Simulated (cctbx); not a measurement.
**Diagnosing a refinement**

Cell a = 9.2800 Å, b = 11.0460 Å, c = 9.4810 Å, α = 90.00°, β = 90.00°, γ = 90.00°; space group Pnma (no. 62).

Simulated single-crystal data (cctbx): Mo Kα, λ = 0.71073 Å, to d = 0.8 Å, 50 % of the full sphere, strongest reflection 70000 counts, noise from counting, a 1.5 % proportional error and a noise floor of 8 counts (s.d.); no absorption.

An anisotropic refinement with weights 1/σ² prints:

```text
Rint 0.016, 1027 unique reflections to 0.80 A
cycle     R1     wR2    GooF  max shift (A)
   1  0.0660  0.1591   9.159   0.01914
   2  0.0666  0.1573   9.054   0.00000
final R1 0.0666 wR2 0.1573 GooF 9.054  parameters 36  data/parameter 28.5
atom        x        y        z      Ueq    occ   su(xyz)  su(Uiso or U11)
Tl1    0.60102  0.75000  0.88840   0.0139  1.000  0.00014  0.0007
Tl2    0.94358  0.95018  0.19490   0.0152  1.000  0.00010  0.0005
Se1    0.30442  0.25000  0.76410   0.0213  1.000  0.00042  0.0019
Se2    0.84050  0.91197  0.53486   0.0191  1.000  0.00029  0.0012
S1     0.99149  0.25000  0.07070   0.0289  1.000  0.00117  0.0050
difference map: max 34.48 min -1.64 rms 0.93
Q1    0.2158  0.7500  0.0259    4   35.57  2.13 A from S1
Q2    0.1068  0.7500  0.6231    4    3.79  0.12 A from Tl1
Q3    0.0656  0.0656  0.8045    8    2.95  0.19 A from Tl2
Q4    0.0342  0.2500  0.0720    4    2.01  0.40 A from S1
Q5    0.1864  0.7500  0.2596    4    1.93  0.10 A from Se1
Q6    0.1509  0.1092  0.4751    8    1.59  0.26 A from Se2
```

Q: Accept it or mend it, and why?

Mend it. The fault: an atom left out, P at (0.7160, 3/4, 0.4738). Against the right model at the same level, R1 goes from 0.0077 to 0.0666 and GooF from 0.94 to 9.05 and the top difference peak, 35.6 e/Å³, lies 2.13 Å from S1. Q1 is the missing atom. With scattering power missing, scale and phases suffer, so peaks may also grow on the heavy atoms.

The compound is Tl3PSe3S. The right model at the same level gives:

```text
Rint 0.016, 1027 unique reflections to 0.80 A
cycle     R1     wR2    GooF  max shift (A)
   1  0.0078  0.0165   0.952   0.00023
   2  0.0077  0.0163   0.941   0.00000
final R1 0.0077 wR2 0.0163 GooF 0.941  parameters 42  data/parameter 24.5
atom        x        y        z      Ueq    occ   su(xyz)  su(Uiso or U11)
Tl1    0.60109  0.75000  0.88829   0.0148  1.000  0.00001  0.0001
Tl2    0.94350  0.95009  0.19490   0.0163  1.000  0.00001  0.0001
Se1    0.30449  0.25000  0.76416   0.0216  1.000  0.00004  0.0002
Se2    0.84059  0.91182  0.53497   0.0199  1.000  0.00003  0.0001
S1     0.99348  0.25000  0.07020   0.0289  1.000  0.00012  0.0005
P1     0.71608  0.75000  0.47379   0.0283  1.000  0.00013  0.0006
difference map: max 0.48 min -0.51 rms 0.12
Q1    0.0358  0.1485  0.8429    8    0.50  1.16 A from Tl2
Q2    0.1445  0.2500  0.5830    4    0.48  1.40 A from P1
Q3    0.1671  0.1695  0.6534    8    0.47  1.85 A from P1
Q4    0.1844  0.1151  0.3129    8    0.46  1.49 A from Se2
Q5    0.1192  0.1477  0.9907    8    0.44  1.79 A from S1
Q6    0.1643  0.2500  0.7207    4    0.41  1.36 A from Se1
```

The model is made up (kin elements in a known structure type, no relaxation), so it says nothing on whether the phase exists.

[Middle refinement cycles are left out of these outputs.]

[Logs are printed without paths, hosts, clocks, repeated set-up lines and the standing remarks that a program may print on its own settings, such as how far it seeks lower states.]
